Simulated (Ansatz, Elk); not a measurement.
## Si2Pb: X-ray structure factors from the self-consistent density

The structure of Si2Pb used here is made up (a known structure type with other elements) and was relaxed beforehand with PBEsol. The aim is the Fourier transform of its all-electron density, F(hkl), set beside the sum over free spherical atoms that refinements use.

Main program and level: Elk 11.2.3 (patched build); DFT, PBE, all-electron APW+lo, Dirac cores, scalar-relativistic bands, static density, no spin.

The structure was built from a prototype and need not be the compound's stable phase.

**1. Set-up**

It takes space group Cmcm (No. 63, orthorhombic). Conventional cell: a = 3.458 Å, b = 20.458 Å, c = 3.645 Å, α = 90.00°, β = 90.00°, γ = 90.00°. Nearest to Pb lie 8 Si at 3.07 to 3.19 Å. Si has 2 Si at 2.34 Å and 4 Pb at 3.07 Å nearest. Nearest to Si lie 4 Si at 2.52 Å and 4 Pb at 3.14 to 3.19 Å. Farther neighbours are not listed.

**2. Ground state and structure factors**

An all-electron density is needed, since X-rays see the cores too. Task 0 finds the density and task 195 Fourier-transforms it; tshift is off so that phases refer to the origin typed.

File elk.in:

```
tasks
  0
  195

xctype
  20

spinpol
  .false.

rgkmax
  7.0

gmaxvr
  14.0

lmaxo
  7

lmaxapw
  8

swidth
  0.002

tshift
  .false.

ramdisk
  .false.

hmaxvr
  5.5

maxscl
  120

epspot
  1e-06

sppath
  './'

avec
  3.26757087160 -19.33021222693 0.00000000000
  3.26757087160 19.33021222693 0.00000000000
  0.00000000000 0.00000000000 6.88815891823

atoms
  2
  'Pb.in'
  2
  0.1220763331 0.8779236669 0.7500000000   0.000000 0.000000 0.000000
  0.8779236669 0.1220763331 0.2500000000   0.000000 0.000000 0.000000
  'Si.in'
  4
  0.4639390461 0.5360609539 0.7500000000   0.000000 0.000000 0.000000
  0.5360609539 0.4639390461 0.2500000000   0.000000 0.000000 0.000000
  0.7530504150 0.2469495850 0.7500000000   0.000000 0.000000 0.000000
  0.2469495850 0.7530504150 0.2500000000   0.000000 0.000000 0.000000

ngridk
  7 7 6
```

Command:

```sh
$ OMP_NUM_THREADS=4 elk
```

Numbers of over 12 decimals in the logs are rounded to 6 here.

Output:

```text
┌─────────────────────────┐
│ Elk code version 11.2.3 │
└─────────────────────────┘

All units are atomic (Hartree, Bohr, etc.)

┌─────────────────────────────────────────────────┐
│ Ground-state run starting from atomic densities │
└─────────────────────────────────────────────────┘

Lattice vectors :
   3.267570872      -19.33021223       0.000000000
   3.267570872       19.33021223       0.000000000
   0.000000000       0.000000000       6.888158918

Reciprocal lattice vectors :
  0.9614459111     -0.1625224088       0.000000000
  0.9614459111      0.1625224088      -0.000000000
  -0.000000000       0.000000000      0.9121719434

Unit cell volume      :    870.1513375
Brillouin zone volume :   0.2850656004

Muffin-tin inner radius fraction :   0.1000000000E-01

Nuclei treated as point charges

Species : 1 (Pb)
 parameters loaded from : Pb.in
 name : lead
 nuclear charge    :   -82.00000000
 electronic charge :    82.00000000
 atomic mass :    377702.4943
 muffin-tin radius :    2.800000000
 number of radial points in muffin-tin :   1393
 inner part over the whole radius :   0.9993555083E-02
 number on inner part of muffin-tin    :   1001
 approximate nuclear radius :   0.1047603524E-03
 number of mesh points to nuclear radius :    525
 atomic positions (lattice), magnetic fields (Cartesian) :
  1 :   0.12207633 -0.12207633 -0.25000000    0.00000000  0.00000000  0.00000000
  2 :  -0.12207633  0.12207633  0.25000000    0.00000000  0.00000000  0.00000000

Species : 2 (Si)
 parameters loaded from : Si.in
 name : silicon
 nuclear charge    :   -14.00000000
 electronic charge :    14.00000000
 atomic mass :    51196.73458
 muffin-tin radius :    2.190631797
 number of radial points in muffin-tin :    793
 inner part over the whole radius :   0.9912442154E-02
 number on inner part of muffin-tin    :    553
 approximate nuclear radius :   0.5963282101E-04
 number of mesh points to nuclear radius :    246
 atomic positions (lattice), magnetic fields (Cartesian) :
  1 :   0.46393905 -0.46393905 -0.25000000    0.00000000  0.00000000  0.00000000
  2 :  -0.46393905  0.46393905  0.25000000    0.00000000  0.00000000  0.00000000
  3 :  -0.24694958  0.24694958 -0.25000000    0.00000000  0.00000000  0.00000000
  4 :   0.24694958 -0.24694958  0.25000000    0.00000000  0.00000000  0.00000000

Total number of atoms per unit cell :    6
Total muffin-tin volume :    360.0441464
 ratio of muffin-tin to unit cell volume :   0.4137718704

Spin treatment :
 spin-unpolarised

Number of Bravais lattice symmetries :    8
Number of crystal symmetries         :    8
Crystal has inversion symmetry
Real symmetric eigensolver will be used

k-point grid :      7     7     6
k-point offset :    0.000000000       0.000000000       0.000000000
k-point set is reduced with full crystal symmetry group
Total number of k-points :       64

Muffin-tin radius times maximum |G+k| :    7.000000000
 using average radius
Maximum |G+k| for APW functions       :    2.924276448
Maximum (1/2)|G+k|²                   :    4.275696374
Maximum |G| for potential and density :    14.00000000
Constant for pseudocharge density :   10
 order of it for each species :   17  17
 order of it for pair densities of each species (exact exchange by exxq0 0: 18) :   13   7
Radial integration step length :    1

G-vector grid sizes :     90    90    32
Number of G-vectors :    40355

Maximum angular momentum used for
 APW functions            :    8
 outer part of muffin-tin :    7
 inner part of muffin-tin :    2

Total nuclear charge    :   -220.0000000
Total core charge       :    176.0000000
Total valence charge    :    44.00000000
Total excess charge     :    0.000000000
Total electronic charge :    220.0000000

Effective Wigner radius, rₛ :   0.9810575868

Number of empty states         :     24
Total number of valence states :     47
Total number of core states    :    176

Third-order local-orbitals added for an l without core states : T
Total number of local-orbitals :     46

[...]
exchange                    :     -851.71115849972
 correlation                 :     -12.331333635678
 electron entropic           :    -0.72236457447652E-03
 total energy                :     -43020.111079187

Density of states at Fermi energy :    56.78648503
 (states/Hartree/unit cell)

Estimated indirect band gap :   0.8019558555E-03
 from k-point 42 to k-point 4
Estimated direct band gap   :   0.1481602140E-01
 at k-point 2

Charges :
 core                        :    176.0000000
 valence                     :    44.00000000
 interstitial                :    10.77159097
 muffin-tins (core leakage)
  species : 1 (Pb)
[...]
species : 2 (Si)
[...]
total in muffin-tins        :    209.2284090
 total calculated charge     :    219.9915305
 total charge                :    220.0000000
 error                       :   0.8469493270E-02

RMS change in Kohn-Sham potential (target) :   0.4243746772     (  0.1000000000E-05)
Absolute change in total energy (target)   :    1.337041622     (  0.1000000000E-03)

[... loops 3 to 16 left out ...]

┌──────────────────┐
│ Loop number : 17 │
└──────────────────┘

Energies :
 Fermi                       :     0.255552
 sum of occupied eigenvalues :     -26516.575321665
 electron kinetic            :      49903.787698868
 core electron kinetic       :      49622.562740738
 Coulomb                     :     -92057.006216647
 Coulomb potential           :     -75290.743847482
 nuclear-nuclear             :     -3050.9517744871
 electron-nuclear            :     -102766.01916309
 Hartree                     :      13759.964720929
 Madelung                    :     -54411.634292906
 xc potential                :     -1129.6191730512
 exchange                    :     -851.81283155708
 correlation                 :     -12.338632565129
 electron entropic           :    -0.10021437387898E-02
 total energy                :     -43017.370984046

Density of states at Fermi energy :    78.92353230
 (states/Hartree/unit cell)

Estimated indirect band gap :   0.4322904288E-03
 from k-point 2 to k-point 48
Estimated direct band gap   :   0.1867297410E-02
 at k-point 42

Charges :
 core                        :    176.0000000
 valence                     :    44.00000000
 interstitial                :    10.70147142
 muffin-tins (core leakage)
  species : 1 (Pb)
[...]
species : 2 (Si)
[...]
total in muffin-tins        :    209.2985286
 total calculated charge     :    219.9917442
 total charge                :    220.0000000
 error                       :   0.8255847902E-02

RMS change in Kohn-Sham potential (target) :   0.8676457393E-07 (  0.1000000000E-05)
Absolute change in total energy (target)   :   0.8146734035E-04 (  0.1000000000E-03)

Convergence targets achieved

┌──────────────────┐
│ Loop number : 18 │
└──────────────────┘

Energies :
 Fermi                       :     0.255552
 sum of occupied eigenvalues :     -26516.575303582
 electron kinetic            :      49903.787721274
 core electron kinetic       :      49622.562759286
 Coulomb                     :     -92057.006219486
 Coulomb potential           :     -75290.743847340
 nuclear-nuclear             :     -3050.9517744871
 electron-nuclear            :     -102766.01916810
 Hartree                     :      13759.964723097
 Madelung                    :     -54411.634295816
 xc potential                :     -1129.6191775158
 exchange                    :     -851.81283163415
 correlation                 :     -12.338632560850
 electron entropic           :    -0.10021437608926E-02
 total energy                :     -43017.370964550

Density of states at Fermi energy :    78.92353701
 (states/Hartree/unit cell)

Estimated indirect band gap :   0.4322845673E-03
 from k-point 2 to k-point 48
Estimated direct band gap   :   0.1867293986E-02
 at k-point 42

Charges :
 core                        :    176.0000000
 valence                     :    44.00000000
 interstitial                :    10.70147127
 muffin-tins (core leakage)
  species : 1 (Pb)
[...]
species : 2 (Si)
[...]
atom 2                    :    12.15258554     (  0.1396413285E-02)
   atom 3                    :    12.14049478     (  0.1389227451E-02)
   atom 4                    :    12.14049478     (  0.1389227451E-02)
 total in muffin-tins        :    209.2985287
 total calculated charge     :    219.9917442
 total charge                :    220.0000000
 error                       :   0.8255847863E-02

┌──────────────────────────────┐
│ Self-consistent loop stopped │
└──────────────────────────────┘

Warning : core states of species 1 leak from the muffin-tin :   0.1186773789E-02

Warning : core states of species 2 leak from the muffin-tin :   0.1396413285E-02

Wrote STATE.OUT
```

Run time: 72 s. Hardware: 4 threads of Arm Neoverse V2, shared host; peak memory 0.26 GiB.

SFACRHO.OUT:

```text

h k l indices transformed by vhmat matrix:
   1.000000000       0.000000000       0.000000000    
   0.000000000       1.000000000       0.000000000    
   0.000000000       0.000000000       1.000000000    

      h      k      l  multipl.   |H|            Re(F)            Im(F)           |F|

      0      0      0      1   0.0000000       220.00000      0.19365244E-15   220.00000    
     -1      1      0      2  0.32504482       3.2230471      0.75473598E-15   3.2230471    
     -2      2      0      2  0.65008964      -115.09685      0.13594682E-12   115.09685    
      0      0     -1      2  0.91217194      0.10863308E-13  0.10566304E-13  0.15154479E-13
     -1      1      1      2  0.96835520      -137.26296      0.69435710E-13   137.26296    
     -1      1     -1      2  0.96835520       137.26296     -0.69435710E-13   137.26296    
     -1      0      0      4  0.97508552       85.279613     -0.22642079E-13   85.279613    
      3     -3      0      2  0.97513445      -33.504431     -0.52076782E-13   33.504431    
     -1      2      0      4   1.0780074      -114.54752      0.64907294E-13   114.54752    
      2     -2      1      2   1.1201224      -4.2174365      0.24151551E-13   4.2174365    
      2     -2     -1      2   1.1201224       4.2174365     -0.25661023E-13   4.2174365    
     -3      2      0      4   1.2588553      -114.75412      0.78492542E-13   114.75412    
      4     -4      0      2   1.3001793       152.94159      0.26604443E-12   152.94159    
      1      0      1      4   1.3352338       81.407880     -0.63916703E-14   81.407880    
      0     -1     -1      4   1.3352338      -81.407880     -0.14693766E-13   81.407880    
     -3      3     -1      2   1.3352696      -159.01604      0.15547561E-12   159.01604    
     -3      3      1      2   1.3352696       159.01604     -0.15396614E-12   159.01604    
     -2      1      1      4   1.4121465      -132.71084      0.47925734E-13   132.71084
```

Elk indexes on the primitive cell of elk.in and gives |H| = 4π sin θ/λ in inverse bohr. Below, one row stands for each form hkl of the conventional cell (m members, Friedel mates merged), F is for one primitive cell and the density is static (no thermal factor). Free-atom factors are Waasmaier and Kirfel's, and R is Σm||F|−|F'||/Σm|F|.

| hkl | m | sin θ/λ (Å⁻¹) | abs F, DFT | neutral atoms | diff. |
| --- | --- | --- | --- | --- | --- |
| 020 | 2 | 0.049 | 3.223 | 3.239 | -0.016 |
| 040 | 2 | 0.098 | 115.097 | 115.760 | -0.663 |
| 001 | 2 | 0.137 | 0.000 | 0.000 | +0.000 |
| 021 | 4 | 0.146 | 137.263 | 137.543 | -0.280 |
| 110 | 4 | 0.147 | 85.280 | 85.704 | -0.424 |
| 060 | 2 | 0.147 | 33.504 | 33.271 | +0.234 |
| 130 | 4 | 0.162 | 114.547 | 114.420 | +0.127 |
| 041 | 4 | 0.168 | 4.217 | 4.090 | +0.127 |
| 150 | 4 | 0.189 | 114.754 | 114.776 | -0.022 |
| 080 | 2 | 0.196 | 152.942 | 152.910 | +0.032 |
| 111 | 8 | 0.201 | 81.408 | 81.447 | -0.039 |
| 061 | 4 | 0.201 | 159.016 | 159.201 | -0.185 |
| 131 | 8 | 0.212 | 132.711 | 132.857 | -0.146 |
| 170 | 4 | 0.224 | 80.173 | 80.347 | -0.174 |
| 151 | 8 | 0.234 | 86.983 | 87.049 | -0.066 |
| 081 | 4 | 0.239 | 34.035 | 34.210 | -0.175 |
| 0 10 0 | 2 | 0.244 | 4.719 | 4.902 | -0.184 |
| 171 | 8 | 0.263 | 67.803 | 67.632 | +0.171 |

**3. The highest occupied states alone**

An energy window below the Fermi level keeps the highest occupied states, to see at which angles they scatter; shallow core shells can lie inside it and anion s states outside. No new self-consistency is needed.

elk.in, as its differences from that of step 2:

```diff
@@ -1,3 +1,2 @@
 tasks
-  0
   195
@@ -40,2 +39,5 @@
 
+wsfac
+  -0.295690 0.555550
+
 sppath
```

Command:

```sh
$ OMP_NUM_THREADS=4 elk
```

Output:

```text
┌─────────────────────────────────┐
│ Elk code version 11.2.3 started │
└─────────────────────────────────┘

Info(readinput): the functional depends on the density's gradient
 muffin-tin radial points multiplied by    2.00000
 (not where nrmtscf is given)

┌────────────────────┐
│ Current task : 195 │
└────────────────────┘
Info(checkmt): changed muffin-tin radius of species 2 (Si) from   2.2000 to   2.1906

Info(sfacrho): density structure factors written to SFACRHO.OUT

 Energy window :  -0.2956900000      0.5555500000

┌──────────────────┐
│ Elk code stopped │
└──────────────────┘
```

Run time: 17 s. Hardware: 4 threads; peak memory 0.19 GiB; 21 s of CPU time.

States within 15 eV below the Fermi level hold 24.00 electrons; any levels below the window count with the cores. Their amplitudes can exceed the total, where window and core parts have opposite phase:

| hkl | sin θ/λ (Å⁻¹) | abs F, window | abs F, all |
| --- | --- | --- | --- |
| 020 | 0.049 | 0.468 | 3.223 |
| 040 | 0.098 | 4.013 | 115.097 |
| 001 | 0.137 | 0.000 | 0.000 |
| 021 | 0.146 | 0.596 | 137.263 |
| 110 | 0.147 | 1.401 | 85.280 |
| 060 | 0.147 | 2.502 | 33.504 |
| 130 | 0.162 | 2.882 | 114.547 |
| 041 | 0.168 | 1.334 | 4.217 |
| 150 | 0.189 | 1.028 | 114.754 |
| 080 | 0.196 | 1.555 | 152.942 |

**4. Another functional**

The difference from free atoms is small, so it is set against the change that LDA (Perdew-Wang) makes.

elk.in, as its differences from that of step 3:

```diff
@@ -1,2 +1,3 @@
 tasks
+  0
   195
@@ -4,3 +5,3 @@
 xctype
-  20
+  3
 
@@ -39,5 +40,2 @@
 
-wsfac
-  -0.295690 0.555550
-
 sppath
```

Command:

```sh
$ OMP_NUM_THREADS=4 elk
```

Output:

```text
┌─────────────────────────┐
│ Elk code version 11.2.3 │
└─────────────────────────┘

All units are atomic (Hartree, Bohr, etc.)

┌─────────────────────────────────────────────────┐
│ Ground-state run starting from atomic densities │
└─────────────────────────────────────────────────┘

Lattice vectors :
   3.267570872      -19.33021223       0.000000000
   3.267570872       19.33021223       0.000000000
   0.000000000       0.000000000       6.888158918

Reciprocal lattice vectors :
  0.9614459111     -0.1625224088       0.000000000
[...]
species : 2 (Si)
[...]
atom 3                    :    12.15068670     (  0.1415190160E-02)
   atom 4                    :    12.15068670     (  0.1415190160E-02)
 total in muffin-tins        :    209.3929265
 total calculated charge     :    219.9916251
 total charge                :    220.0000000
 error                       :   0.8374913651E-02

┌──────────────────────────────┐
│ Self-consistent loop stopped │
└──────────────────────────────┘

Warning : core states of species 1 leak from the muffin-tin :   0.1198144474E-02

Warning : core states of species 2 leak from the muffin-tin :   0.1419807807E-02

Wrote STATE.OUT
[key lines of the parts left out:]
total energy                :     -42990.886307901
```

Wall time 48 s (4 threads); peak memory 0.21 GiB; 2.6 min of CPU time.

Against the first run R = 0.03 %; the largest change is +0.061 at 173.

**5. Basis size**

A smaller basis shows how fast F responds to it; the change is likely larger than the basis error of the first run, but doesn't show convergence.

elk.in, as its differences from that of step 4:

```diff
@@ -5,3 +5,3 @@
 xctype
-  3
+  20
 
@@ -11,3 +11,3 @@
 rgkmax
-  7.0
+  5.5
```

Command:

```sh
$ OMP_NUM_THREADS=4 elk
```

Output:

```text
┌─────────────────────────┐
│ Elk code version 11.2.3 │
└─────────────────────────┘

All units are atomic (Hartree, Bohr, etc.)

┌─────────────────────────────────────────────────┐
│ Ground-state run starting from atomic densities │
└─────────────────────────────────────────────────┘

Lattice vectors :
   3.267570872      -19.33021223       0.000000000
   3.267570872       19.33021223       0.000000000
   0.000000000       0.000000000       6.888158918

Reciprocal lattice vectors :
  0.9614459111     -0.1625224088       0.000000000
[...]
species : 2 (Si)
[...]
atom 3                    :    12.12590109     (  0.1385500932E-02)
   atom 4                    :    12.12590109     (  0.1385500932E-02)
 total in muffin-tins        :    209.2122538
 total calculated charge     :    219.9916744
 total charge                :    220.0000000
 error                       :   0.8325634906E-02

┌──────────────────────────────┐
│ Self-consistent loop stopped │
└──────────────────────────────┘

Warning : core states of species 1 leak from the muffin-tin :   0.1189931746E-02

Warning : core states of species 2 leak from the muffin-tin :   0.1392760253E-02

Wrote STATE.OUT
[key lines of the parts left out:]
total energy                :     -43017.320267844
```

Run time: 50 s. Hardware: 4 threads; peak memory 0.26 GiB.

Against the first run R = 0.01 %; the largest change is +0.039 at 171.

**6. Settings against the effect**

| run | R against the first run (%) | R against neutral atoms, low angle (%) | wall time |
| --- | --- | --- | --- |
| PBE, rgkmax 7 | 0.00 | 0.21 | 72 s |
| LDA (Perdew-Wang) | 0.03 | 0.20 | 48 s |
| rgkmax 5.5 | 0.01 | 0.21 | 50 s |

**7. Summary of results**

```json
{
  "R against neutral atoms, sin θ/λ < 0.3 Å⁻¹": "0.21 %",
  "R against neutral atoms, 0.3 to 0.58 Å⁻¹": "0.04 %"
}
```

**Reading.** Independent neutral atoms miss the calculated amplitudes by R = 0.21 % below 0.3 Å⁻¹ and 0.04 % from there to 0.58 Å⁻¹; by shells, 0.39 % below 0.15 Å⁻¹ (5 forms), 0.18 % 0.15 to 0.3 (21 forms), 0.07 % 0.3 to 0.45 (49 forms), 0.02 % above 0.45 (70 forms). Bonding, aspherical density and the tables' own atoms all enter these figures, and the runs don't part them. The largest change of an amplitude is -0.72 electrons, at 002. The window's part falls from 24.0 electrons at the origin to at most 0.41 between 0.45 and 0.58 Å⁻¹. Below 0.3 Å⁻¹ the changes that finished (LDA (Perdew-Wang) and rgkmax 5.5) move F by R = 0.02 % at most, against the 0.21 % that separates it from free atoms. The k-mesh has no finished test. Spin-orbit coupling is left out, which can matter for elements this heavy. Part of the difference isn't bonding: the tables are fits to free atoms and ions calculated by other methods than this functional. Thermal motion, anomalous dispersion and extinction are left out.

[Logs are printed without paths, hosts, clocks, repeated set-up lines and the standing remarks that a program may print on its own settings, such as how far it seeks lower states.]

[Hosts, paths, dates, database ids (printed as entryN), source tags and the programs' standing remarks are cut or masked in the printed files.]
